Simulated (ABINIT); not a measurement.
## Converging GW for BAs (F-43m) in ABINIT

Aim: raise bands and screening cutoff together for BAs (F-43m) and follow gap and time.

Calculated with ABINIT 10.8.3; LDA and many-body steps on it, plane waves.

This is a report of a sequence of runs, with most program output left out.

## (1) Starting point

Symmetry: F-43m, No. 216, cubic system. Conventional cell: a = 4.777 Å, b = 4.777 Å, c = 4.777 Å, α = 90.00°, β = 90.00°, γ = 90.00°. Nearest to B lie 4 As at 2.07 Å. Nearest to As lie 4 B at 2.07 Å. Farther neighbours are not listed.

As a file:

```cif
data_structure
_symmetry_space_group_name_H-M 'P 1'
_symmetry_Int_Tables_number 1
_cell_length_a 3.3778
_cell_length_b 3.3778
_cell_length_c 3.3778
_cell_angle_alpha 60.000
_cell_angle_beta 60.000
_cell_angle_gamma 60.000
_cell_volume 27.25
loop_
_atom_site_label
_atom_site_type_symbol
_atom_site_fract_x
_atom_site_fract_y
_atom_site_fract_z
_atom_site_occupancy
B1 B 0.00000 0.00000 0.00000 1
As2 As 0.25000 0.25000 0.25000 1
```

The cell and positions come from the Crystallography Open Database and are kept as given unless a step says otherwise.

## (2) Empty states on the mesh, 6×6×6 mesh, 516 bands

This step: ABINIT 10.8.3; DFT, LDA, plane waves, norm-conserving pseudopotentials.

The sums over transitions need many empty states on a uniform mesh; this step solves for them.

run.abi

```
acell 3*1.0 Angstrom
rprim 
  -0.000000000000 2.388500000000 2.388500000000
  2.388500000000 -0.000000000000 2.388500000000
  2.388500000000 2.388500000000 -0.000000000000
ntypat 2
znucl 5 33
natom 2
typat 1 2
xred 
  0.000000000000 0.000000000000 0.000000000000
  0.250000000000 0.250000000000 0.250000000000
pp_dirpath "pseudos"
pseudos "B.upf, As.upf"
ecut 44
ngkpt 6 6 6
nshiftk 1
shiftk 0 0 0
kptopt 1
chksymbreak 0
irdden 1
istwfk *1
nband 516
prtvol 0
optdriver 6
gwr_task "HDIAGO"
paral_kgb 0
occopt 1
indata_prefix "in"
outdata_prefix "out"
tmpdata_prefix "tmp"
```

On the command line:

```bash
> OMP_NUM_THREADS=1 mpirun -n 4 abinit run.abi > log
```

Elapsed: 63 s, on 4 MPI ranks of Arm Neoverse V1, shared host; peak memory 1.7 GiB; 4.2 min of CPU time.

Numbers from this step:

```
gap                                                           : 1.238 eV
k of the valence top                                          : 0, 0, 0
k of the conduction bottom                                    : 0.3333, 0.3333, 0
least direct gap                                              : 3.259 eV
k points computed                                             : 16
lowest point of the top converged band, above the valence top : 374.8671 eV
```

On this mesh the gap is 1.238 eV.

The density comes from a self-consistent run that is not shown.

## (3) Screening, 6×6×6 mesh, 74 bands, screening to 125.2 eV

The RPA dielectric matrix is built and inverted for each q.

This step: RPA screening on LDA, plane waves, norm-conserving pseudopotentials.

Changes to run.abi since step 2:

```diff
@@ -20,10 +20,11 @@
 chksymbreak 0
-irdden 1
 istwfk *1
-nband 516
-prtvol 0
-optdriver 6
-gwr_task "HDIAGO"
-paral_kgb 0
 occopt 1
+irdwfk 1
+optdriver 3
+nband 74
+ecuteps 4.6
+inclvkb 2
+awtr 1
+symchi 1
 indata_prefix "in"
```

Elapsed: 56 s, on 4 MPI ranks; peak memory 0.85 GiB.

Numbers from this step:

```
ε∞ with local fields, on this mesh, along the program's q direction : 10.69
the same without local fields                                       : 11.69
plasma frequency                                                    : 36.27 eV
plane waves in the screening matrix                                 : 65
```

Local fields lower ε∞ by 9 %.

## (4) 74 bands, 125.2 eV

The self-energy is evaluated for the states that the input lists, and the levels follow from it, in one-shot runs by the linearised quasiparticle equation.

This step: G0W0 on LDA, plane waves, norm-conserving pseudopotentials.

Changes to run.abi since step 3:

```diff
@@ -23,8 +23,21 @@
 irdwfk 1
-optdriver 3
+optdriver 4
 nband 74
+gwcalctyp 0
+ecutsigx 44
+symsigma 1
+nkptgw 4
+kptgw 
+  0.0000000000 0.0000000000 0.0000000000
+  0.3333333333 0.3333333333 0.0000000000
+  0.5000000000 0.0000000000 0.0000000000
+  0.5000000000 0.5000000000 0.0000000000
+bdgw 
+  11 16
+  12 15
+  12 16
+  12 15
 ecuteps 4.6
-inclvkb 2
-awtr 1
-symchi 1
+irdscr 1
+ppmodel 1
 indata_prefix "in"
```

Run time: 8.4 s. Hardware: 4 MPI ranks; peak memory 0.83 GiB; 33 s of CPU time.

This step gave:

```
G0W0 gap on the mesh                         : 1.825 eV
starting gap on the mesh                     : 1.238 eV
k of the valence top                         : 0, 0, 0
k of the conduction bottom                   : 0.3333, 0.3333, 0
Z at the valence top                         : 0.807
Z at the conduction bottom                   : 0.816
least direct G0W0 gap on the computed points : 4.117 eV
```

The gap on the mesh goes from 1.24 eV to 1.83 eV, a correction of +0.59 eV.

## (5) Screening, 6×6×6 mesh, 111 bands, screening to 170.3 eV

This step: RPA screening on LDA, plane waves, norm-conserving pseudopotentials.

Changes to run.abi since step 4:

```diff
@@ -23,21 +23,8 @@
 irdwfk 1
-optdriver 4
-nband 74
-gwcalctyp 0
-ecutsigx 44
-symsigma 1
-nkptgw 4
-kptgw 
-  0.0000000000 0.0000000000 0.0000000000
-  0.3333333333 0.3333333333 0.0000000000
-  0.5000000000 0.0000000000 0.0000000000
-  0.5000000000 0.5000000000 0.0000000000
-bdgw 
-  11 16
-  12 15
-  12 16
-  12 15
-ecuteps 4.6
-irdscr 1
-ppmodel 1
+optdriver 3
+nband 111
+ecuteps 6.26
+inclvkb 2
+awtr 1
+symchi 1
 indata_prefix "in"
```

It took 1.8 min on 4 MPI ranks; peak memory 1 GiB.

This step gave:

```
ε∞ with local fields, on this mesh, along the program's q direction : 10.68
the same without local fields                                       : 11.70
plasma frequency                                                    : 36.27 eV
plane waves in the screening matrix                                 : 137
```

## (6) 111 bands, 170.3 eV

This step: G0W0 on LDA, plane waves, norm-conserving pseudopotentials.

Changes to run.abi since step 5:

```diff
@@ -23,8 +23,21 @@
 irdwfk 1
-optdriver 3
+optdriver 4
 nband 111
+gwcalctyp 0
+ecutsigx 44
+symsigma 1
+nkptgw 4
+kptgw 
+  0.0000000000 0.0000000000 0.0000000000
+  0.3333333333 0.3333333333 0.0000000000
+  0.5000000000 0.0000000000 0.0000000000
+  0.5000000000 0.5000000000 0.0000000000
+bdgw 
+  11 16
+  12 15
+  12 16
+  12 15
 ecuteps 6.26
-inclvkb 2
-awtr 1
-symchi 1
+irdscr 1
+ppmodel 1
 indata_prefix "in"
```

The job ended after 21 s (4 MPI ranks; peak memory 0.94 GiB; 84 s of CPU time).

Numbers from this step:

```
G0W0 gap on the mesh                         : 1.902 eV
starting gap on the mesh                     : 1.238 eV
k of the valence top                         : 0, 0, 0
k of the conduction bottom                   : 0.3333, 0.3333, 0
Z at the valence top                         : 0.807
Z at the conduction bottom                   : 0.816
least direct G0W0 gap on the computed points : 4.171 eV
```

Against G0W0 in ABINIT (6×6×6 mesh, 74 bands, screening to 125.2 eV, Godby-Needs plasmon pole), the gap moves by +0.077 eV.

## (7) Screening, 6×6×6 mesh, 162 bands, screening to 225.3 eV

This step: RPA screening on LDA, plane waves, norm-conserving pseudopotentials.

Changes to run.abi since step 6:

```diff
@@ -23,21 +23,8 @@
 irdwfk 1
-optdriver 4
-nband 111
-gwcalctyp 0
-ecutsigx 44
-symsigma 1
-nkptgw 4
-kptgw 
-  0.0000000000 0.0000000000 0.0000000000
-  0.3333333333 0.3333333333 0.0000000000
-  0.5000000000 0.0000000000 0.0000000000
-  0.5000000000 0.5000000000 0.0000000000
-bdgw 
-  11 16
-  12 15
-  12 16
-  12 15
-ecuteps 6.26
-irdscr 1
-ppmodel 1
+optdriver 3
+nband 162
+ecuteps 8.28
+inclvkb 2
+awtr 1
+symchi 1
 indata_prefix "in"
```

The job ended after 4.4 min (4 MPI ranks; peak memory 1.5 GiB; 18 min of CPU time).

Numbers from this step:

| Quantity | Value |
| --- | --- |
| ε∞ with local fields, on this mesh, along the program's q direction | 10.68 |
| the same without local fields | 11.70 |
| plasma frequency | 36.27 eV |
| plane waves in the screening matrix | 181 |

## (8) 162 bands, 225.3 eV

This step: G0W0 on LDA, plane waves, norm-conserving pseudopotentials.

Changes to run.abi since step 7:

```diff
@@ -23,8 +23,21 @@
 irdwfk 1
-optdriver 3
+optdriver 4
 nband 162
+gwcalctyp 0
+ecutsigx 44
+symsigma 1
+nkptgw 4
+kptgw 
+  0.0000000000 0.0000000000 0.0000000000
+  0.3333333333 0.3333333333 0.0000000000
+  0.5000000000 0.0000000000 0.0000000000
+  0.5000000000 0.5000000000 0.0000000000
+bdgw 
+  11 16
+  12 15
+  12 16
+  12 15
 ecuteps 8.28
-inclvkb 2
-awtr 1
-symchi 1
+irdscr 1
+ppmodel 1
 indata_prefix "in"
```

It took 46 s on 4 MPI ranks; peak memory 1.4 GiB.

This step gave:

| Item | Value |
| --- | --- |
| G0W0 gap on the mesh | 1.933 eV |
| starting gap on the mesh | 1.238 eV |
| k of the valence top | 0, 0, 0 |
| k of the conduction bottom | 0.3333, 0.3333, 0 |
| least direct G0W0 gap on the computed points | 4.187 eV |

Against G0W0 in ABINIT (6×6×6 mesh, 111 bands, screening to 170.3 eV, Godby-Needs plasmon pole), the gap moves by +0.031 eV.

## (9) Screening, 6×6×6 mesh, 243 bands, screening to 300.4 eV

This step: RPA screening on LDA, plane waves, norm-conserving pseudopotentials.

Changes to run.abi since step 8:

```diff
@@ -23,21 +23,8 @@
 irdwfk 1
-optdriver 4
-nband 162
-gwcalctyp 0
-ecutsigx 44
-symsigma 1
-nkptgw 4
-kptgw 
-  0.0000000000 0.0000000000 0.0000000000
-  0.3333333333 0.3333333333 0.0000000000
-  0.5000000000 0.0000000000 0.0000000000
-  0.5000000000 0.5000000000 0.0000000000
-bdgw 
-  11 16
-  12 15
-  12 16
-  12 15
-ecuteps 8.28
-irdscr 1
-ppmodel 1
+optdriver 3
+nband 243
+ecuteps 11.04
+inclvkb 2
+awtr 1
+symchi 1
 indata_prefix "in"
```

Wall time 12 min (4 MPI ranks); peak memory 2.6 GiB.

Numbers from this step:

| Property | Result |
| --- | --- |
| ε∞ with local fields, on this mesh, along the program's q direction | 10.68 |
| the same without local fields | 11.70 |
| plasma frequency | 36.27 eV |
| plane waves in the screening matrix | 331 |

## (10) 243 bands, 300.4 eV

This step: G0W0 on LDA, plane waves, norm-conserving pseudopotentials.

Changes to run.abi since step 9:

```diff
@@ -23,8 +23,21 @@
 irdwfk 1
-optdriver 3
+optdriver 4
 nband 243
+gwcalctyp 0
+ecutsigx 44
+symsigma 1
+nkptgw 4
+kptgw 
+  0.0000000000 0.0000000000 0.0000000000
+  0.3333333333 0.3333333333 0.0000000000
+  0.5000000000 0.0000000000 0.0000000000
+  0.5000000000 0.5000000000 0.0000000000
+bdgw 
+  11 16
+  12 15
+  12 16
+  12 15
 ecuteps 11.04
-inclvkb 2
-awtr 1
-symchi 1
+irdscr 1
+ppmodel 1
 indata_prefix "in"
```

The job ended after 3.1 min (4 MPI ranks; peak memory 2.6 GiB; 12 min of CPU time).

This step gave:

- G0W0 gap on the mesh: 1.961 eV
- starting gap on the mesh: 1.238 eV
- k of the valence top: 0, 0, 0
- k of the conduction bottom: 0.3333, 0.3333, 0
- least direct G0W0 gap on the computed points: 4.203 eV

Against G0W0 in ABINIT (6×6×6 mesh, 162 bands, screening to 225.3 eV, Godby-Needs plasmon pole), the gap moves by +0.028 eV.

## (11) Screening, 6×6×6 mesh, 354 bands, screening to 390.5 eV

This step: RPA screening on LDA, plane waves, norm-conserving pseudopotentials.

Changes to run.abi since step 10:

```diff
@@ -23,21 +23,8 @@
 irdwfk 1
-optdriver 4
-nband 243
-gwcalctyp 0
-ecutsigx 44
-symsigma 1
-nkptgw 4
-kptgw 
-  0.0000000000 0.0000000000 0.0000000000
-  0.3333333333 0.3333333333 0.0000000000
-  0.5000000000 0.0000000000 0.0000000000
-  0.5000000000 0.5000000000 0.0000000000
-bdgw 
-  11 16
-  12 15
-  12 16
-  12 15
-ecuteps 11.04
-irdscr 1
-ppmodel 1
+optdriver 3
+nband 354
+ecuteps 14.35
+inclvkb 2
+awtr 1
+symchi 1
 indata_prefix "in"
```

Wall time 30 min (4 MPI ranks); peak memory 3.6 GiB.

Numbers from this step:

```
ε∞ with local fields, on this mesh, along the program's q direction : 10.68
the same without local fields                                       : 11.71
plasma frequency                                                    : 36.27 eV
plane waves in the screening matrix                                 : 531
```

## (12) 354 bands, 390.5 eV

This step: G0W0 on LDA, plane waves, norm-conserving pseudopotentials.

Changes to run.abi since step 11:

```diff
@@ -23,8 +23,21 @@
 irdwfk 1
-optdriver 3
+optdriver 4
 nband 354
+gwcalctyp 0
+ecutsigx 44
+symsigma 1
+nkptgw 4
+kptgw 
+  0.0000000000 0.0000000000 0.0000000000
+  0.3333333333 0.3333333333 0.0000000000
+  0.5000000000 0.0000000000 0.0000000000
+  0.5000000000 0.5000000000 0.0000000000
+bdgw 
+  11 16
+  12 15
+  12 16
+  12 15
 ecuteps 14.35
-inclvkb 2
-awtr 1
-symchi 1
+irdscr 1
+ppmodel 1
 indata_prefix "in"
```

Run time: 11 min. Hardware: 4 MPI ranks; peak memory 4 GiB.

This step gave:

- G0W0 gap on the mesh: 1.978 eV
- starting gap on the mesh: 1.238 eV
- k of the valence top: 0, 0, 0
- k of the conduction bottom: 0.3333, 0.3333, 0
- least direct G0W0 gap on the computed points: 4.212 eV

Against G0W0 in ABINIT (6×6×6 mesh, 243 bands, screening to 300.4 eV, Godby-Needs plasmon pole), the gap moves by +0.017 eV.

## (13) The runs together

Times are wall times on 4 MPI ranks of Arm Neoverse V1, shared host, good to a factor of about two. A run's time includes the screening step that it read.

```tsv
run	mesh	bands	screening cutoff (eV)	DFT gap (eV)	gap on the mesh (eV)	direct (eV)	ε∞ used	time
74 bands, 125.2 eV	6×6×6	74	125.2	1.238	1.825	4.117	10.69	65 s
111 bands, 170.3 eV	6×6×6	111	170.3	1.238	1.902	4.171	10.68	2.2 min
162 bands, 225.3 eV	6×6×6	162	225.3	1.238	1.933	4.187	10.68	5.2 min
243 bands, 300.4 eV	6×6×6	243	300.4	1.238	1.961	4.203	10.68	15 min
354 bands, 390.5 eV	6×6×6	354	390.5	1.238	1.978	4.212	10.68	41 min
```

## (14) Results

```json
{
  "74 bands, 125.2 eV": "1.825 eV",
  "111 bands, 170.3 eV": "1.902 eV",
  "162 bands, 225.3 eV": "1.933 eV",
  "243 bands, 300.4 eV": "1.961 eV",
  "354 bands, 390.5 eV": "1.978 eV",
  "known limits": "not at the basis limit; no spin-orbit coupling"
}
```

**Reading.** From the first rung to the last the gap moves by +0.15 eV for 38 times the time. A denser mesh or path gives a starting gap of 1.15 eV: the GW mesh misses a band edge, so its gaps are not the fundamental one. The many-body steps are scalar-relativistic: spin-orbit coupling is not in them.

[Paths, hosts, dates, memory and timing lines, banners, echoed tables and standing remarks are left out of the program output.]

[Logs are printed without paths, hosts, clocks, repeated set-up lines and the standing remarks that a program may print on its own settings, such as how far it seeks lower states.]

[Runs of the session that timed out or met a known fault of the program may be left out.]

[Hosts, paths, dates, database ids (printed as entryN), source tags and the programs' standing remarks are cut or masked in the printed files.]

[G0W0 gaps are taken among the corrected bands and points alone; a level outside them can change the order at an edge.]

[Where Ansatz stands beside ABINIT at settings called matched, ABINIT's density can come from a denser mesh and the files from another edition; pairs whose starting gaps differed by over 0.03 eV were left out, so agreement reads better than it is.]
